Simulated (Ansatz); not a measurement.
# What H2Pb (model cell, started as rutile) distorts into

Aim: this structure of H2Pb (model cell, started as rutile) is to be tested for unstable modes, and one is followed downhill.

Program: Ansatz 0.2.0. Level of theory: DFT PBEsol, scalar-relativistic, plane waves, PAW. Results are calculated unless marked as measured.

Most raw output is cut from this account.

The structure was built from a prototype and need not be the compound's stable phase.

### 1. The structure

It takes space group P4_2/mnm (No. 136, tetragonal). Conventional cell: a = 4.954 Å, b = 4.954 Å, c = 3.759 Å, α = 90.00°, β = 90.00°, γ = 90.00°. Nearest to Pb lie 6 H at 2.21 to 2.28 Å. H has 3 Pb at 2.21 to 2.28 Å nearest. Farther neighbours are not listed.

### 2. Phonons on a q mesh

The cell comes from relaxations at this level that are not shown. Stability and thermal properties need the whole zone. Linear response on a 2×2×2 q mesh gives force constants as far as a supercell of that size would.

Input file input.yaml:

```yaml
crystal:
  lattice:
    - [4.9543492694, 0.0, 0.0]
    - [0.0, 4.9543492694, 0.0]
    - [0.0, 0.0, 3.7593839155]
  atoms:
    - { symbol: Pb, position: [0.0, 0.0, 0.0] }
    - { symbol: Pb, position: [0.5, 0.5, 0.5] }
    - { symbol: H, position: [0.3153257571, 0.3153257571, 0.0] }
    - { symbol: H, position: [0.6846742429, 0.6846742429, 0.0] }
    - { symbol: H, position: [0.8153257571, 0.1846742429, 0.5] }
    - { symbol: H, position: [0.1846742429, 0.8153257571, 0.5] }
kpoints:
  mp_grid: { grid: [6, 6, 8] }
hamiltonian:
  xc: pbesol
scf:
  occupations: { method: methfessel_paxton, width: 0.15 }
output:
  eigenvalues: true
phonons:
  method: dfpt
  qmesh: [2, 2, 2]
  temperatures: { t_max: 1000, t_step: 50 }
  qpath:
    path:
      - [[0.0, 0.0, 0.0], [0.0, 0.5, 0.0], [0.5, 0.5, 0.0], [0.0, 0.0, 0.0], [0.0, 0.0, 0.5], [0.0, 0.5, 0.5], [0.5, 0.5, 0.5], [0.0, 0.0, 0.5]]
      - [[0.0, 0.5, 0.0], [0.0, 0.5, 0.5]]
      - [[0.5, 0.5, 0.0], [0.5, 0.5, 0.5]]
    npoints: 10
```

The run is started by

```
$ ansatz run input.yaml --threads 8 --pin off --max-ram 14336MiB --backend cpu --events-out ev --progress --plain --runs-dir out
```

Wall time 83 s (8 threads of Arm Neoverse V1, shared host); peak memory 0.93 GiB; 10 min of CPU time.

This step gave:

| Item | Value |
| --- | --- |
| volume per atom | 15.38 Å³ |
| gap on the k-mesh | 0 eV |
| sum-rule residual before enforcement | 1.73e-5 eV/Å² |
| lowest frequency on the path | -773.3 cm⁻¹ |
| point group | 4/mmm |
| highest frequency on the path or at a solved wavevector | 1069 cm⁻¹ |
| highest optical mode at the zone centre (no LO-TO term) | 1069 cm⁻¹ |
| lowest optical zone-centre mode | -431.2 cm⁻¹ |
| lowest mode on the q mesh (acoustic modes at Γ apart) | -773.3 cm⁻¹ |

Frequencies (cm⁻¹) solved at each irreducible wavevector; negative means imaginary. Frequencies by wavevector, by row:

```csv
q in reciprocal lattice units,star,mode 1,mode 2,mode 3,mode 4,mode 16,mode 17,mode 18
0 0 0,1,-431.2,-215.4,0,0,718.4,959.1,1069
0 0 -0.5,1,-773.3,-773.3,-193.8,-193.8,677.8,929.7,929.7
0 -0.5 0,2,-209.9,-209.9,37.6,37.6,752.7,899.7,899.7
0 -0.5 -0.5,2,-611.2,-611.2,42.6,42.6,679.7,973.7,973.7
-0.5 -0.5 0,1,-309.1,-309.1,11.2,11.2,730.5,998.4,998.4
-0.5 -0.5 -0.5,1,-675,-675,43,43,664.8,938.7,938.7
```

Interpolated from a 2×2×2 q mesh, rough between the solved points. Phonon branches along the path, in cm⁻¹:

```csv
point,branch 1,branch 2,branch 3,branch 4,branch 15,branch 16,branch 17,branch 18
Γ,-431,-215,0,0,718,718,959,1069
halfway,-360,-176,20,30,736,736,918,1028
X,-210,-210,38,38,753,753,900,900
halfway,-264,-264,35,35,742,742,965,965
M,-309,-309,11,11,730,730,998,998
halfway,-332,-199,20,22,735,742,856,1035
Γ,-431,-215,0,0,718,718,959,1069
halfway,-233,-233,22,22,567,567,931,1012
Z,-773,-773,-194,-194,678,678,930,930
halfway,-698,-698,-51,-51,677,677,955,955
R,-611,-611,43,43,680,680,974,974
halfway,-643,-643,50,50,673,673,959,959
A,-675,-675,43,43,665,665,939,939
halfway,-694,-644,48,48,664,695,930,979
Z,-773,-773,-194,-194,678,678,930,930
jump to X,-210,-210,38,38,753,753,900,900
halfway,20,20,50,50,674,674,932,932
R,-611,-611,43,43,680,680,974,974
jump to M,-309,-309,11,11,730,730,998,998
halfway,11,11,62,62,578,578,964,964
A,-675,-675,43,43,665,665,939,939
```

Symmetry leaves 6 wavevectors to solve. The lowest mode among them, the acoustic zeros apart, lies at q = (0, 0, -0.5) and is imaginary, 773.3i cm⁻¹, so the energy falls along it.

### 3. The mode frozen in, largest atomic shift 0 Å

The mode followed lies at q = (0, 0, -0.5) with frequency 773.3i cm⁻¹ and is 2-fold degenerate, the softest among the wavevectors solved. At small amplitude the distorted cell has space group no. 92 by a symmetry search on the positions. The undistorted cell that holds it gives the zero of energy on the same k mesh.

System of this step: H2Pb (model cell, started as rutile). It takes space group P4_2/mnm (No. 136, tetragonal). Conventional cell: a = 4.954 Å, b = 4.954 Å, c = 3.759 Å, α = 90.00°, β = 90.00°, γ = 90.00°. Pb has 6 H at 2.21 to 2.28 Å nearest. H has 3 Pb at 2.21 to 2.28 Å nearest. Farther neighbours are not listed.

Input file input.yaml:

```yaml
crystal:
  lattice:
    - [4.9543492694, 0.0, 0.0]
    - [0.0, 4.9543492694, 0.0]
    - [0.0, 0.0, 7.518767831]
  atoms:
    - { symbol: Pb, position: [0.0, 0.0, 0.0] }
    - { symbol: Pb, position: [0.0, 0.0, 0.5] }
    - { symbol: Pb, position: [0.5, 0.5, 0.25] }
    - { symbol: Pb, position: [0.5, 0.5, 0.75] }
    - { symbol: H, position: [0.3153257571, 0.3153257571, 0.0] }
    - { symbol: H, position: [0.3153257571, 0.3153257571, 0.5] }
    - { symbol: H, position: [0.6846742429, 0.6846742429, 0.0] }
    - { symbol: H, position: [0.6846742429, 0.6846742429, 0.5] }
    - { symbol: H, position: [0.8153257571, 0.1846742429, 0.25] }
    - { symbol: H, position: [0.8153257571, 0.1846742429, 0.75] }
    - { symbol: H, position: [0.1846742429, 0.8153257571, 0.25] }
    - { symbol: H, position: [0.1846742429, 0.8153257571, 0.75] }
kpoints:
  mp_grid: { grid: [6, 6, 4] }
hamiltonian:
  xc: pbesol
scf:
  occupations: { method: methfessel_paxton, width: 0.15 }
output:
  forces: true
  stress: true
  eigenvalues: true
```

Elapsed: 2.3 s, on 8 threads; peak memory 0.77 GiB.

Numbers from this step:

- pressure: -0.001295 GPa
- energy from the undistorted cell: 0 meV/atom

The run ends at a pressure of 0.00 GPa, with forces up to 2.2e-4 eV/Å.

### 4. The mode frozen in, largest atomic shift 0.45 Å

The atoms are moved along the unstable eigenvector, the largest shift by 0.45 Å, with the cell fixed.

Input file input.yaml:

```yaml
crystal:
  lattice:
    - [4.9543492694, 0.0, 0.0]
    - [0.0, 4.9543492694, 0.0]
    - [0.0, 0.0, 7.518767831]
  atoms:
    - { symbol: Pb, position: [-0.0001164115, 0.0001164115, 0.0] }
    - { symbol: Pb, position: [0.0001164115, -0.0001164115, 0.5] }
    - { symbol: Pb, position: [0.4998835885, 0.4998835885, 0.25] }
    - { symbol: Pb, position: [0.5001164115, 0.5001164115, 0.75] }
    - { symbol: H, position: [0.3212428782, 0.309408636, -0.0595956901] }
    - { symbol: H, position: [0.309408636, 0.3212428782, 0.5595956901] }
    - { symbol: H, position: [0.690591364, 0.6787571218, 0.0595956901] }
    - { symbol: H, position: [0.6787571218, 0.690591364, 0.4404043099] }
    - { symbol: H, position: [0.8212428782, 0.190591364, 0.3095956901] }
    - { symbol: H, position: [0.809408636, 0.1787571218, 0.6904043099] }
    - { symbol: H, position: [0.190591364, 0.8212428782, 0.1904043099] }
    - { symbol: H, position: [0.1787571218, 0.809408636, 0.8095956901] }
kpoints:
  mp_grid: { grid: [6, 6, 4] }
hamiltonian:
  xc: pbesol
scf:
  occupations: { method: methfessel_paxton, width: 0.15 }
output:
  forces: true
  stress: true
  eigenvalues: true
```

Elapsed: 3.1 s, on 8 threads; peak memory 0.69 GiB; 23 s of CPU time.

This step gave:

```yaml
pressure: 2.650 GPa
gap_on_the_k_mesh: 0.1021 eV
energy_from_the_undistorted_cell: -43.91 meV/atom
```

The energy, extrapolated to zero smearing, is -43.91 meV/atom against the undistorted cell.

The run ends at a pressure of 2.65 GPa, with forces up to 0.65 eV/Å.

### 5. Energy along the mode, all amplitudes (two of the runs are shown above)

An imaginary frequency means negative curvature, so the energy should fall and then rise again as anharmonic terms take over.

This step gave:

| Item | Value |
| --- | --- |
| depth at the lowest point sampled | 43.91 meV/atom |
| largest atomic shift at that point | 0.45 Å |

The energy from the parent by largest atomic shift:

```csv
largest atomic shift (Å),energy from the parent (meV/atom)
0.000,0
0.040,-1.10
0.080,-4.03
0.140,-11.1
0.220,-22.9
0.320,-38.1
0.450,-43.9
0.600,-7.67
```

Displacement at unit largest shift by atom:

```csv
atom,x (Å),y (Å),z (Å),size
Pb1,0.00,0.00,0.00,0.00
Pb2,0.00,0.00,0.00,0.00
Pb3,0.00,0.00,0.00,0.00
Pb4,0.00,0.00,0.00,0.00
H5,0.07,-0.07,-1.00,1.00
H6,-0.07,0.07,1.00,1.00
H7,0.07,-0.07,1.00,1.00
H8,-0.07,0.07,-1.00,1.00
H9,0.07,0.07,1.00,1.00
H10,-0.07,-0.07,-1.00,1.00
H11,0.07,0.07,-1.00,1.00
H12,-0.07,-0.07,1.00,1.00
```

The lowest of the steps tried is at 0.45 Å, 43.9 meV/atom below the parent; the bottom of the well need not coincide with a step.

### 6. Relaxing from the distorted cell

Starting from the lowest point found, all atoms and the cell are let go, so that strain and other modes of the same symmetry can join in.

input.yaml: that of step 4 with these lines changed.

```diff
@@ -28 +28,6 @@
   eigenvalues: true
+relax:
+  adjacent_minimum: "off"
+  f_tol: 0.002
+  max_steps: 120
+  cell: { stress_tol: 0.03 }
```

Wall time 39 s (8 threads); peak memory 0.79 GiB.

The steps of the relaxation:

```csv
step,energy less that of the first step (eV),largest force component (eV/Å),pressure (GPa),volume (Å³)
1,0.0000,0.4624,2.65,184.55
2,-0.2868,0.1966,-1.29,194.31
3,-0.3950,0.1071,-0.59,191.74
4,-0.5106,0.0669,-0.33,189.68
5,-0.5246,0.0632,0.30,190.98
6,-0.5308,0.0057,0.01,191.01
7,-0.5309,0.0051,0.04,191.26
8,-0.5308,0.0009,0.00,191.58
9*,-0.5369,0.0009,0.02,191.58
10,-0.5368,0.0008,0.00,191.79
11*,-0.5369,0.0008,0.00,191.79
```

Relaxation steps marked * repeat the geometry before them on a plane-wave basis chosen anew for their cell, so energy and pressure can jump there.

Forces are held to the 8 operations that the run works with; a distortion that breaks them can't arise in this run.

```csv
"conventional cell, symmetrised",before,after,change
a (Å),4.954,4.874,-1.6 %
b (Å),4.954,4.874,-1.6 %
c (Å),7.519,8.073,+7.4 %
volume (Å³/atom),15.38,15.98,+3.9 %
```

The atoms that moved most (Å, as changes of fractional coordinates times the final cell):

```csv
atom,dx,dy,dz,length
H9,0.195,0.378,0.249,0.493
H11,0.378,0.195,-0.249,0.493
H5,0.195,-0.378,-0.249,0.493
H6,-0.378,0.195,0.249,0.493
H8,-0.195,0.378,-0.249,0.493
H10,-0.378,-0.195,-0.249,0.493
H7,0.378,-0.195,0.249,0.493
H12,-0.195,-0.378,0.249,0.493
```

Final coordinates:

```xyz
12
Lattice="4.8743 0.0000 0.0000 0.0000 4.8743 0.0000 0.0000 0.0000 8.0726" Properties=species:S:1:pos:R:3 pbc="T T T"
Pb   -0.0063    0.0063    0.0000
Pb    0.0063   -0.0063    4.0363
Pb    2.4309    2.4309    2.0181
Pb    2.4434    2.4434    6.0544
H     1.7610    1.1303   -0.7297
H     1.1303    1.7610    4.7659
H     3.7439    3.1132    0.7297
H     3.1132    3.7439    3.3066
H     4.1982    1.3068    2.7478
H     3.5675    0.6761    5.3247
H     1.3068    4.1982    1.2885
H     0.6761    3.5675    6.7841
```

This step gave:

- pressure: -0.002505 GPa
- volume per atom: 15.98 Å³
- gap on the k-mesh: 1.051 eV

The distorted start has space group P4_12_12; the relaxation ends in P4_12_12.

### 7. Outcome

| Quantity | Value |
| --- | --- |
| unstable mode of the parent | q = (0, 0, -0.5), 773i cm⁻¹ |
| depth at the lowest point sampled | 43.9 meV/atom |
| largest atomic shift at that point | 0.45 Å |
| space group reached (within 0.01 Å) | P4_12_12 |
| energy gained over the parent (first relaxation, on the mesh of the frozen mode) | 88.6 meV/atom |
| volume per atom, phase reached | 16.0 Å³ |
| gap on the k-mesh, phase reached | 1.05 eV |

Along this mode the structure falls into P4_12_12, 88.6 meV/atom below the parent. At the parent's cell the well is 43.91 meV/atom deep on the steps tried, with its lowest point at a shift of 0.45 Å. Relaxing atoms and cell changes the gain by +44.73 meV/atom against the lowest step (energies at zero smearing). The modes of the phase reached were not computed on this path. Of the 6 patterns followed to their end from this parent, this one reaches the lowest energy. Each path keeps the symmetry of its pattern, so a lower phase may lie along a pattern not tried. The q mesh stands for a supercell only 7.5 Å across, so branches between the solved wavevectors are rough. With no gap, or one that is small against the smearing, the frequencies hang on the k mesh and the smearing, most of all near Kohn anomalies. Spin-orbit coupling is left out, which can matter for the heavy elements here. The starting cell was built on a prototype and not taken from a measurement, so the phase need not exist.

[Logs are printed without paths, hosts, clocks, repeated set-up lines and the standing remarks that a program may print on its own settings, such as how far it seeks lower states.]

[Hosts, paths, dates, database ids (printed as entryN), source tags and the programs' standing remarks are cut or masked in the printed files.]
